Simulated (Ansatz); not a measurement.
# Lattice dynamics of YS (Fm-3m)

Aim: the vibrations of YS (Fm-3m), their spectra, and whether the structure is stable.

Program: Ansatz 0.2.0. Level of theory: DFT PBEsol, scalar-relativistic, plane waves, norm-conserving pseudopotentials. Results are calculated unless marked as measured.

Most raw output is cut from this account.

## (1) Starting point

The structure is cubic, space group Fm-3m (No. 225). The conventional cell has a = 5.487 Å, b = 5.487 Å, c = 5.487 Å, α = 90.00°, β = 90.00°, γ = 90.00°. Nearest to Y lie 6 S at 2.74 Å. Nearest to S lie 6 Y at 2.74 Å. Farther neighbours and most contacts between anions are not listed.

Coordinates:

```cif
data_structure
_symmetry_space_group_name_H-M 'Fm-3m'
_symmetry_Int_Tables_number 225
_cell_length_a 5.4873
_cell_length_b 5.4873
_cell_length_c 5.4873
_cell_angle_alpha 90.000
_cell_angle_beta 90.000
_cell_angle_gamma 90.000
_cell_volume 165.23
loop_
_atom_site_label
_atom_site_type_symbol
_atom_site_symmetry_multiplicity
_atom_site_Wyckoff_symbol
_atom_site_fract_x
_atom_site_fract_y
_atom_site_fract_z
_atom_site_occupancy
Y1 Y 4 b 0.50000 0.00000 0.00000 1
S1 S 4 a 0.00000 0.00000 0.00000 1
```

## (2) Bringing the structure to rest

Harmonic phonons are second derivatives at a point where the forces vanish, and they are wanted at zero stress, so atoms and cell are relaxed first.

Contents of input.yaml:

```yaml
crystal:
  lattice:
    - [0.0, 2.74365, 2.74365]
    - [2.74365, 0.0, 2.74365]
    - [2.74365, 2.74365, 0.0]
  atoms:
    - { symbol: "Y", position: [0.5, 0.5, 0.5] }
    - { symbol: S, position: [0.0, 0.0, 0.0] }
kpoints:
  mp_grid: { grid: [12, 12, 12] }
hamiltonian:
  xc: pbesol
  pseudopotentials: { kind: nc }
scf:
  occupations: { method: gaussian, width: 0.1 }
output:
  forces: true
  stress: true
  eigenvalues: true
relax:
  adjacent_minimum: "off"
  f_tol: 0.005
  max_steps: 80
  cell: { stress_tol: 0.05 }
```

Command:

```
$ ansatz run input.yaml --threads 4 --pin off --max-ram 7168MiB --backend cpu --events-out ev --progress --plain --runs-dir out
```

Run time: 7.1 s. Hardware: 4 threads of Arm Neoverse V2, shared host; peak memory 0.43 GiB; 27 s of CPU time.

This run has no spin polarisation although its electron count is odd.

Relaxation path:

| step | energy less that of the first step (eV) | largest force component (eV/Å) | pressure (GPa) | volume (Å³) |
| --- | --- | --- | --- | --- |
| 1 | 0.0000 | 0.0000 | -1.56 | 41.31 |
| 2 | 0.0003 | 0.0000 | 1.75 | 40.01 |
| 3 | -0.0032 | 0.0000 | -0.04 | 40.69 |
| 4* | -0.0031 | 0.0000 | -0.05 | 40.69 |

Relaxation steps marked * repeat the geometry before them on a plane-wave basis chosen anew for their cell, so energy and pressure can jump there. Relaxation step 2 was tried and not accepted.

Forces are held to the 48 operations that the run works with; a distortion that breaks them can't arise in this run.

| conventional cell, symmetrised | before | after | change |
| --- | --- | --- | --- |
| a (Å) | 5.487 | 5.460 | -0.5 % |
| b (Å) | 5.487 | 5.460 | -0.5 % |
| c (Å) | 5.487 | 5.460 | -0.5 % |
| volume (Å³/atom) | 20.65 | 20.34 | -1.5 % |

The relaxed structure:

```cif
data_structure
_symmetry_space_group_name_H-M 'P 1'
_symmetry_Int_Tables_number 1
_cell_length_a 3.8606
_cell_length_b 3.8606
_cell_length_c 3.8606
_cell_angle_alpha 60.000
_cell_angle_beta 60.000
_cell_angle_gamma 60.000
_cell_volume 40.69
loop_
_atom_site_label
_atom_site_type_symbol
_atom_site_fract_x
_atom_site_fract_y
_atom_site_fract_z
_atom_site_occupancy
Y1 Y 0.50000 0.50000 0.50000 1
S2 S 0.00000 0.00000 0.00000 1
```

This step gave:

- pressure: -0.04774 GPa
- volume per atom: 20.34 Å³
- gap on the k-mesh: 0 eV

In this step the volume went from 20.65 to 20.34 Å³/atom.

## (3) Relaxing to small forces for the phonons

Phonons need a cell at rest on their own settings, so the relaxation is repeated with tight tolerances on forces and stress on the k mesh and occupations of the first response run.

input.yaml, the sections that differ from step 2:

```yaml
crystal:
  lattice:
    - [0.0, 2.7298823815, 2.7298823815]
    - [2.7298823815, 0.0, 2.7298823815]
    - [2.7298823815, 2.7298823815, 0.0]
  atoms:
    - { symbol: "Y", position: [0.5, 0.5, 0.5] }
    - { symbol: S, position: [0.0, 0.0, 0.0] }
scf:
  occupations: { method: methfessel_paxton, width: 0.15 }
relax:
  adjacent_minimum: "off"
  f_tol: 0.001
  max_steps: 60
  cell: { stress_tol: 0.01 }
# kpoints, hamiltonian, output: as in step 2
```

Wall time 6.8 s (4 threads); peak memory 0.43 GiB; 26 s of CPU time.

Little changed from the start: no atom moved by 0.005 Å and no cell edge by 0.1 %.

Numbers from this step:

| Item | Value |
| --- | --- |
| pressure | -2.55e-4 GPa |
| volume per atom | 20.33 Å³ |

The forces vanish by symmetry and the pressure is 0.000 GPa, within the tolerances set. The cell now holds 20.33 Å³/atom.

## (4) Modes at Γ

The zone centre comes first: it holds the modes that light can see, as far as symmetry allows. No field response is asked, since the mesh shows no gap.

input.yaml, the sections that differ from step 3:

```yaml
crystal:
  lattice:
    - [0.0, 2.7293379418, 2.7293379418]
    - [2.7293379418, 0.0, 2.7293379418]
    - [2.7293379418, 2.7293379418, 0.0]
  atoms:
    - { symbol: "Y", position: [0.5, 0.5, 0.5] }
    - { symbol: S, position: [0.0, 0.0, 0.0] }
output:
  eigenvalues: true
phonons:
  method: dfpt
# kpoints, hamiltonian, scf: as in step 3
# relax: removed
```

Run time: 17 s. Hardware: 4 threads; peak memory 1 GiB; 67 s of CPU time.

This step gave:

```yaml
sum_rule_residual_before_enforcement: 3.57e-5 eV/Å²
point_group: m-3m
highest_optical_mode_at_the_zone_centre_no_lo_to_term: 300.1 cm⁻¹
lowest_optical_zone_centre_mode: 300.1 cm⁻¹
```

Patterns of degenerate modes are one choice out of their space. The modes at Γ (shares of kinetic energy by element, %):

| mode | frequency (cm⁻¹) | symmetry | Y % | S % |
| --- | --- | --- | --- | --- |
| 1 | 0.0 | acoustic | 73 | 27 |
| 2 | 0.0 | acoustic | 73 | 27 |
| 3 | 0.0 | acoustic | 73 | 27 |
| 4 | 300.1 | T1u | 27 | 73 |
| 5 | 300.1 | T1u | 27 | 73 |
| 6 | 300.1 | T1u | 27 | 73 |

Displacements in mode 6 (300.1 cm⁻¹), the largest set to 1:
```
Y1   0.00  0.00 -0.36
S2   0.00  0.00  1.00
```

Before it was imposed, the acoustic sum rule was missed by 3.6e-5 eV/Å². Small misses are needed for a sound result but don't prove that mesh and cutoff are converged. The lowest optical mode is real, 300 cm⁻¹.

## (5) The dispersion

Stability and thermal properties need the whole zone. Linear response on a 4×4×4 q mesh gives force constants as far as a supercell of that size would.

input.yaml, as its differences from that of step 4:

```diff
@@ -19 +19,8 @@
   method: dfpt
+  qmesh: [4, 4, 4]
+  temperatures: { t_max: 1000, t_step: 50 }
+  qpath:
+    path:
+      - [[0.0, 0.0, 0.0], [0.5, 0.0, 0.5], [0.625, 0.25, 0.625]]
+      - [[0.375, 0.375, 0.75], [0.0, 0.0, 0.0], [0.5, 0.5, 0.5], [0.5, 0.25, 0.75], [0.5, 0.0, 0.5]]
+    npoints: 10
```

The job ended after 9.5 min (4 threads; peak memory 4.9 GiB).

This step gave:

| Quantity | Value |
| --- | --- |
| sum-rule residual before enforcement | 3.15e-5 eV/Å² |
| lowest frequency on the path | 0 cm⁻¹ |
| highest frequency on the path or at a solved wavevector | 301.8 cm⁻¹ |
| mean frequency | 203.2 cm⁻¹ |
| Debye temperature (second moment) | 413 K |
| logarithmic mean frequency | 180.6 cm⁻¹ |
| lowest mode on the q mesh (acoustic modes at Γ apart) | 72.49 cm⁻¹ |
| zero-point energy per atom | 37.79 meV |
| heat capacity at 300 K | 22.77 J/(mol atoms K) |
| vibrational entropy at 300 K | 29.67 J/(mol atoms K) |
| edges of the widest gap between branches, on path and mesh | 145.9, 281 cm⁻¹ |

Frequencies (cm⁻¹) solved at each irreducible wavevector; negative means imaginary. Frequencies by wavevector, by row:

| q in reciprocal lattice units | star | mode 1 | mode 2 | mode 3 | mode 4 | mode 5 | mode 6 |
| --- | --- | --- | --- | --- | --- | --- | --- |
| 0 0 0 | 1 | 0 | 0 | 0 | 300.1 | 300.1 | 300.1 |
| 0 0 0.25 | 8 | 99 | 99 | 121.2 | 293.6 | 295.6 | 295.6 |
| 0 0 -0.5 | 4 | 132.4 | 145.9 | 145.9 | 281 | 281 | 301.8 |
| 0 0.25 0.25 | 6 | 72.5 | 72.5 | 142.9 | 292.9 | 296.8 | 296.8 |
| 0 0.25 -0.5 | 24 | 105.2 | 121.3 | 124.7 | 290.8 | 291.7 | 295.6 |
| 0 0.25 -0.25 | 12 | 93.1 | 137.6 | 138.6 | 284.1 | 291.3 | 293.3 |
| 0 -0.5 -0.5 | 3 | 98 | 98 | 107.8 | 295.1 | 295.1 | 299.5 |
| 0.25 -0.5 -0.25 | 6 | 108.1 | 108.1 | 120.3 | 287.5 | 293.2 | 293.2 |

Interpolated from a 4×4×4 q mesh. The phonon branches at the labelled points (cm⁻¹):

| point | branch 1 | branch 2 | branch 3 | branch 4 | branch 5 | branch 6 |
| --- | --- | --- | --- | --- | --- | --- |
| Γ | 0 | 0 | 0 | 300 | 300 | 300 |
| halfway | 72 | 72 | 143 | 293 | 297 | 297 |
| X | 98 | 98 | 108 | 295 | 295 | 300 |
| halfway | 101 | 106 | 108 | 294 | 294 | 298 |
| U | 89 | 121 | 124 | 292 | 292 | 294 |
| jump to K | 89 | 121 | 124 | 292 | 292 | 294 |
| halfway | 83 | 124 | 136 | 290 | 293 | 294 |
| Γ | 0 | 0 | 0 | 300 | 300 | 300 |
| halfway | 99 | 99 | 121 | 294 | 296 | 296 |
| L | 132 | 146 | 146 | 281 | 281 | 302 |
| halfway | 111 | 121 | 139 | 286 | 289 | 296 |
| W | 108 | 108 | 120 | 288 | 293 | 293 |
| halfway | 98 | 109 | 114 | 292 | 294 | 296 |
| X | 98 | 98 | 108 | 295 | 295 | 300 |

Tetrahedra on a 20×20×20 mesh, mean over bins of 5 cm-1. Interpolated from a 4×4×4 q mesh. Phonon density of states against wavenumber; read off at these points:

wavenumber (cm⁻¹), phonon density of states (1/cm⁻¹/cell) and a bar:
```
        2      0.000 
       12      0.000 
       22      0.000 
       32      0.001 
       42      0.002 
       52      0.003 
       62      0.004 
       72      0.006 #
       88      0.012 #
       98      0.044 #####
      108      0.052 #####
      118      0.053 ######
      128      0.053 ######
      138      0.075 ########
      148      0.000 
      158      0.000 
      168      0.000 
      178      0.000 
      188      0.000 
      198      0.000 
      208      0.000 
      218      0.000 
      232      0.000 
      242      0.000 
      252      0.000 
      262      0.000 
      272      0.000 
      282      0.031 ###
      292      0.287 ##############################
      302      0.005 #
```

The partial phonon density of states has structure finer than the step of the table below, so its rows give means over 20 cm⁻¹, whole bins alone (the curve runs from -10 to 321 cm⁻¹). Peaks (cm⁻¹: height): S 293.5: 0.239; Y 137.6: 0.0674, 293.5: 0.0381.

Phonopy on the run's constants, 17x17x17 mesh, Gaussian sigma 2.4 cm-1. Interpolated from a 4×4×4 q mesh. The partial phonon density of states by wavenumber; means over each step; values in 1/cm⁻¹/cell:

| wavenumber (cm⁻¹) | S | Y |
| --- | --- | --- |
| 0 | 8.4e-6 | 2.1e-5 |
| 20 | 1.1e-4 | 3.1e-4 |
| 40 | 4.4e-4 | 0.00128 |
| 60 | 9.5e-4 | 0.00298 |
| 80 | 0.00200 | 0.00701 |
| 100 | 0.00792 | 0.0355 |
| 120 | 0.00556 | 0.0473 |
| 140 | 8.8e-4 | 0.0378 |
| 160 | 0 | 2.0e-5 |
| 180 | 0 | 0 |
| 200 | 0 | 0 |
| 220 | 0 | 0 |
| 240 | 0 | 0 |
| 260 | 0 | 0 |
| 280 | 0.0391 | 0.00302 |
| 300 | 0.0932 | 0.0149 |

Second derivatives of the energy by pair, one row for each kind of neighbour of each atom listed. Each entry sums the pair over the periodic images of the supercell that the q mesh stands for, and in a polar crystal it holds the long-range dipole part too. Force constants by pair, by row:

| atom | neighbour | distance (Å) | third of the trace (eV/Å²) | along the pair's line (eV/Å²) |
| --- | --- | --- | --- | --- |
| Y1 | itself | 0 | 7.319 | – |
| Y1 | S | 2.729 | -1.197 | -3.269 |
| Y1 | Y | 3.86 | 0.0278 | 0.072 |
| Y1 | S | 4.727 | -0.0571 | -0.131 |
| Y1 | Y | 5.459 | 0.1358 | 0.5404 |
| Y1 | S | 6.103 | -0.0195 | -0.0729 |
| Y1 | Y | 6.685 | -0.0302 | -0.0754 |
| S2 | itself | 0 | 9.032 | – |
| S2 | Y | 2.729 | -1.197 | -3.269 |
| S2 | S | 3.86 | -0.0323 | -0.1432 |
| S2 | Y | 4.727 | -0.0571 | -0.131 |
| S2 | S | 5.459 | -0.1134 | -0.4068 |
| S2 | Y | 6.103 | -0.0195 | -0.0729 |
| S2 | S | 6.685 | -0.0048 | -0.0049 |

Harmonic thermodynamic functions per atom, from the density of states. Interpolated from a 4×4×4 q mesh. Thermodynamic functions, by row:

| T (K) | F_vib (meV/atom) | S (J/mol-atom/K) | C_V (J/mol-atom/K) |
| --- | --- | --- | --- |
| 0 | 37.79 | 0 | 0 |
| 50 | 37.46 | 2.415 | 5.735 |
| 100 | 34.57 | 8.903 | 13.36 |
| 200 | 18.87 | 20.85 | 20.51 |
| 300 | -7.54 | 29.67 | 22.77 |
| 400 | -41.9 | 36.36 | 23.67 |
| 500 | -82.44 | 41.69 | 24.12 |
| 600 | -128 | 46.11 | 24.36 |
| 700 | -177.8 | 49.88 | 24.51 |
| 800 | -231.2 | 53.16 | 24.61 |
| 900 | -287.9 | 56.06 | 24.68 |
| 1000 | -347.4 | 58.67 | 24.73 |

Harmonic mean-square displacement, third of the trace. Interpolated from a 4×4×4 q mesh. Mean square displacements, by row:

| T (K) | Y1 U_eq (Å²) | S2 U_eq (Å²) |
| --- | --- | --- |
| 0 | 0.0016 | 0.00224 |
| 100 | 0.00259 | 0.0029 |
| 300 | 0.00664 | 0.00603 |
| 600 | 0.01305 | 0.01145 |

Symmetry leaves 8 wavevectors to solve. The lowest mode among them, the acoustic zeros apart, lies at q = (0, 0.25, 0.25) and is real, 72.5 cm⁻¹.

## (6) Summary of results

```
space group after relaxation (within 0.01 Å)            : Fm-3m
volume per atom                                         : 20.3 Å³
electronic character                                    : no gap on this mesh
highest optical mode at the zone centre (no LO-TO term) : 300 cm⁻¹
lowest optical zone-centre mode                         : 300 cm⁻¹
lowest mode on the q mesh (acoustic modes at Γ apart)   : 72.5 cm⁻¹
highest frequency on the path or at a solved wavevector : 302 cm⁻¹
zero-point energy per atom                              : 37.8 meV
heat capacity at 300 K                                  : 22.8 J/(mol atoms K)
vibrational entropy at 300 K                            : 29.7 J/(mol atoms K)
Debye temperature (second moment)                       : 413 K
imaginary modes on the 4×4×4 q mesh                     : none
```

The structure is a minimum as far as tested: no mode is imaginary at the 8 irreducible wavevectors of the 4×4×4 mesh, and the softest away from the acoustic zeros lies at 72 cm⁻¹. The optical modes at Γ form one degenerate level at 300 cm⁻¹. The highest mode in this list at Γ, 300.1 cm⁻¹, is mostly motion of S (73 % of the kinetic energy). On the path and the mesh, the widest gap between branches runs from 146 to 281 cm⁻¹. With no gap, or one that is small against the smearing, the frequencies hang on the k mesh and the smearing, most of all near Kohn anomalies. The phonon runs are without spin polarisation, although the cell has an odd electron count. These are harmonic frequencies at zero temperature: anharmonic shifts, linewidths and thermal expansion are left out.

[Logs are printed without paths, hosts, clocks, repeated set-up lines and the standing remarks that a program may print on its own settings, such as how far it seeks lower states.]

[Hosts, paths, dates, database ids (printed as entryN), source tags and the programs' standing remarks are cut or masked in the printed files.]
